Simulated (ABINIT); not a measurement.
# Cl (Cmce): G0W0 in ABINIT against the exchange cutoff

How does the gap of Cl (Cmce) converge in the exchange cutoff?

Program: ABINIT 10.8.3. Level of theory: PBE and many-body steps on it, plane waves. Results are calculated unless marked as measured.

Report form: the programs' logs are mostly left out.

**1. Set-up**

The structure is orthorhombic, space group Cmce (No. 64). Conventional cell: a = 6.290 Å, b = 4.500 Å, c = 8.210 Å, α = 90.00°, β = 90.00°, γ = 90.00°. Nearest to Cl lie 1 Cl at 2.02 Å.

The cell and positions come from the Crystallography Open Database and are kept as given unless a step says otherwise.

**2. Screening, 4×4×2 mesh, 101 bands, screening to 130.6 eV**

This step: ABINIT 10.8.3; RPA screening on PBE, plane waves, norm-conserving pseudopotentials.

The RPA dielectric matrix is built and inverted for each q.

File run.abi:

```
acell 3*1.0 Angstrom
rprim 
  3.145000000000 -2.250000000000 0.000000000000
  3.145000000000 2.250000000000 0.000000000000
  0.000000000000 0.000000000000 8.210000000000
ntypat 1
znucl 17
natom 4
typat 1 1 1 1
xred 
  0.870000000000 0.130000000000 0.100000000000
  0.630000000000 0.370000000000 0.600000000000
  0.130000000000 0.870000000000 0.900000000000
  0.370000000000 0.630000000000 0.400000000000
pp_dirpath "pseudos"
pseudos "Cl.upf"
ecut 25
ngkpt 4 4 2
nshiftk 1
shiftk 0 0 0
kptopt 1
chksymbreak 0
istwfk *1
occopt 1
irdwfk 1
optdriver 3
nband 101
ecuteps 4.8
inclvkb 2
awtr 1
symchi 1
indata_prefix "in"
outdata_prefix "out"
tmpdata_prefix "tmp"
```

On the command line:

```console
$ OMP_NUM_THREADS=1 mpirun -n 4 abinit run.abi > log
```

Run time: 70 s. Hardware: 4 MPI ranks of Arm Neoverse V2, shared host; peak memory 1.5 GiB; 4.6 min of CPU time.

This step gave:

- ε∞ with local fields, on this mesh, along the program's q direction: 2.808
- the same without local fields: 3.458
- plasma frequency: 18.23 eV
- plane waves in the screening matrix: 403

Local fields lower ε∞ by 19 %. On a Γ-centred mesh this coarse the value itself is usually too large, while a short band sum pulls it down.

**3. 2.5 Ha**

This step: G0W0 on PBE, plane waves, norm-conserving pseudopotentials.

Changes to run.abi since step 2:

```diff
@@ -25,8 +25,17 @@
 irdwfk 1
-optdriver 3
+optdriver 4
 nband 101
+gwcalctyp 0
+ecutsigx 2.5
+symsigma 1
+nkptgw 2
+kptgw 
+  0.5000000000 0.5000000000 0.0000000000
+  0.0000000000 0.0000000000 0.0000000000
+bdgw 
+  13 16
+  13 16
 ecuteps 4.8
-inclvkb 2
-awtr 1
-symchi 1
+irdscr 1
+ppmodel 1
 indata_prefix "in"
```

It took 4.7 s on 4 MPI ranks; peak memory 1.1 GiB.

This step gave:

```yaml
g0w0_gap_on_the_points_computed: 5.732 eV
starting_gap_on_the_mesh: 2.469 eV
k_of_the_valence_top: 0.5, 0.5, 0
k_of_the_conduction_bottom: 0, 0, 0
z_at_the_valence_top: 0.8
z_at_the_conduction_bottom: 0.806
least_direct_g0w0_gap_on_the_computed_points: 5.778 eV
```

**4. 5 Ha**

Changes to run.abi since step 3:

```diff
@@ -28,3 +28,3 @@
 gwcalctyp 0
-ecutsigx 2.5
+ecutsigx 5
 symsigma 1
```

Run time: 19 s. Hardware: 4 MPI ranks; peak memory 1.6 GiB.

Numbers from this step:

```yaml
g0w0_gap_on_the_points_computed: 5.658 eV
starting_gap_on_the_mesh: 2.469 eV
k_of_the_valence_top: 0.5, 0.5, 0
k_of_the_conduction_bottom: 0, 0, 0
z_at_the_valence_top: 0.792
z_at_the_conduction_bottom: 0.795
least_direct_g0w0_gap_on_the_computed_points: 5.707 eV
```

**5. 10 Ha**

The self-energy is evaluated for the states that the input lists, and the levels follow from it, in one-shot runs by the linearised quasiparticle equation.

Changes to run.abi since step 4:

```diff
@@ -28,3 +28,3 @@
 gwcalctyp 0
-ecutsigx 5
+ecutsigx 10
 symsigma 1
```

Run time: 20 s. Hardware: 4 MPI ranks; peak memory 1.7 GiB; 78 s of CPU time.

Numbers from this step:

| Property | Result |
| --- | --- |
| G0W0 gap on the points computed | 5.662 eV |
| starting gap on the mesh | 2.469 eV |
| k of the valence top | 0.5, 0.5, 0 |
| k of the conduction bottom | 0, 0, 0 |
| least direct G0W0 gap on the computed points | 5.713 eV |

The gap on the mesh goes from 2.47 eV to 5.66 eV, a correction of +3.19 eV.

**6. 17.5 Ha**

Changes to run.abi since step 5:

```diff
@@ -28,3 +28,3 @@
 gwcalctyp 0
-ecutsigx 10
+ecutsigx 17.5
 symsigma 1
```

It took 20 s on 4 MPI ranks; peak memory 1.7 GiB.

This step gave:

| Item | Value |
| --- | --- |
| G0W0 gap on the points computed | 5.662 eV |
| starting gap on the mesh | 2.469 eV |
| k of the valence top | 0.5, 0.5, 0 |
| k of the conduction bottom | 0, 0, 0 |
| least direct G0W0 gap on the computed points | 5.713 eV |

Against the run before, the gap moves by +0.000 eV.

**7. 25 Ha**

Changes to run.abi since step 6:

```diff
@@ -28,3 +28,3 @@
 gwcalctyp 0
-ecutsigx 17.5
+ecutsigx 25
 symsigma 1
```

Elapsed: 20 s, on 4 MPI ranks; peak memory 1.7 GiB; 79 s of CPU time.

Numbers from this step:

```yaml
g0w0_gap_on_the_points_computed: 5.661 eV
starting_gap_on_the_mesh: 2.469 eV
k_of_the_valence_top: 0.5, 0.5, 0
k_of_the_conduction_bottom: 0, 0, 0
least_direct_g0w0_gap_on_the_computed_points: 5.713 eV
```

Against the run before, the gap moves by −0.001 eV.

**8. Side by side**

Times are wall times on 4 MPI ranks of Arm Neoverse V2, shared host, good to a factor of about two. A run's time includes the screening step that it read.

| run | mesh | bands | screening cutoff (eV) | DFT gap (eV) | gap on the mesh (eV) | direct (eV) | ε∞ used | time |
| --- | --- | --- | --- | --- | --- | --- | --- | --- |
| 2.5 Ha | 4×4×2 | 101 | 130.6 | 2.469 | 5.732 | 5.778 | 2.81 | 75 s |
| 5 Ha | 4×4×2 | 101 | 130.6 | 2.469 | 5.658 | 5.707 | 2.81 | 89 s |
| 10 Ha | 4×4×2 | 101 | 130.6 | 2.469 | 5.662 | 5.713 | 2.81 | 89 s |
| 17.5 Ha | 4×4×2 | 101 | 130.6 | 2.469 | 5.662 | 5.713 | 2.81 | 89 s |
| 25 Ha | 4×4×2 | 101 | 130.6 | 2.469 | 5.661 | 5.713 | 2.81 | 90 s |

**9. Outcome**

```json
{
  "2.5 Ha": "5.732 eV",
  "5 Ha": "5.658 eV",
  "10 Ha": "5.662 eV",
  "17.5 Ha": "5.662 eV",
  "25 Ha": "5.661 eV",
  "known limits": "not at the basis limit; coarse k mesh"
}
```

What this shows: The setting moved: exchange cutoff. From 2.5 Ha to 25 Ha the gap moves by −0.07 eV. It holds to 0.03 eV from 5 Ha on. Bands and screening cutoff are coupled, so a series along one setting does not show full convergence. Below the screening cutoff the correlation part is cut too. Bands and cutoff are finite, so the gap is not at the basis limit. The miss can reach some tenths of an eV and take either sign; the mesh is an error of its own. In the G0W0 runs levels were corrected at 2 k points alone, so a gap called «on the mesh» is the least over those, and an edge elsewhere would be missed. The 4×4×2 mesh is coarse for this cell, which bears on the long-range parts of exchange and screening.

[Paths, hosts, dates, memory and timing lines, banners, echoed tables and standing remarks are left out of the program output.]

[Logs are printed without paths, hosts, clocks, repeated set-up lines and the standing remarks that a program may print on its own settings, such as how far it seeks lower states.]

[Runs of the session that timed out or met a known fault of the program may be left out.]

[Hosts, paths, dates, database ids (printed as entryN), source tags and the programs' standing remarks are cut or masked in the printed files.]

[G0W0 gaps are taken among the corrected bands and points alone; a level outside them can change the order at an edge.]

[Where Ansatz stands beside ABINIT at settings called matched, ABINIT's density can come from a denser mesh and the files from another edition; pairs whose starting gaps differed by over 0.03 eV were left out, so agreement reads better than it is.]
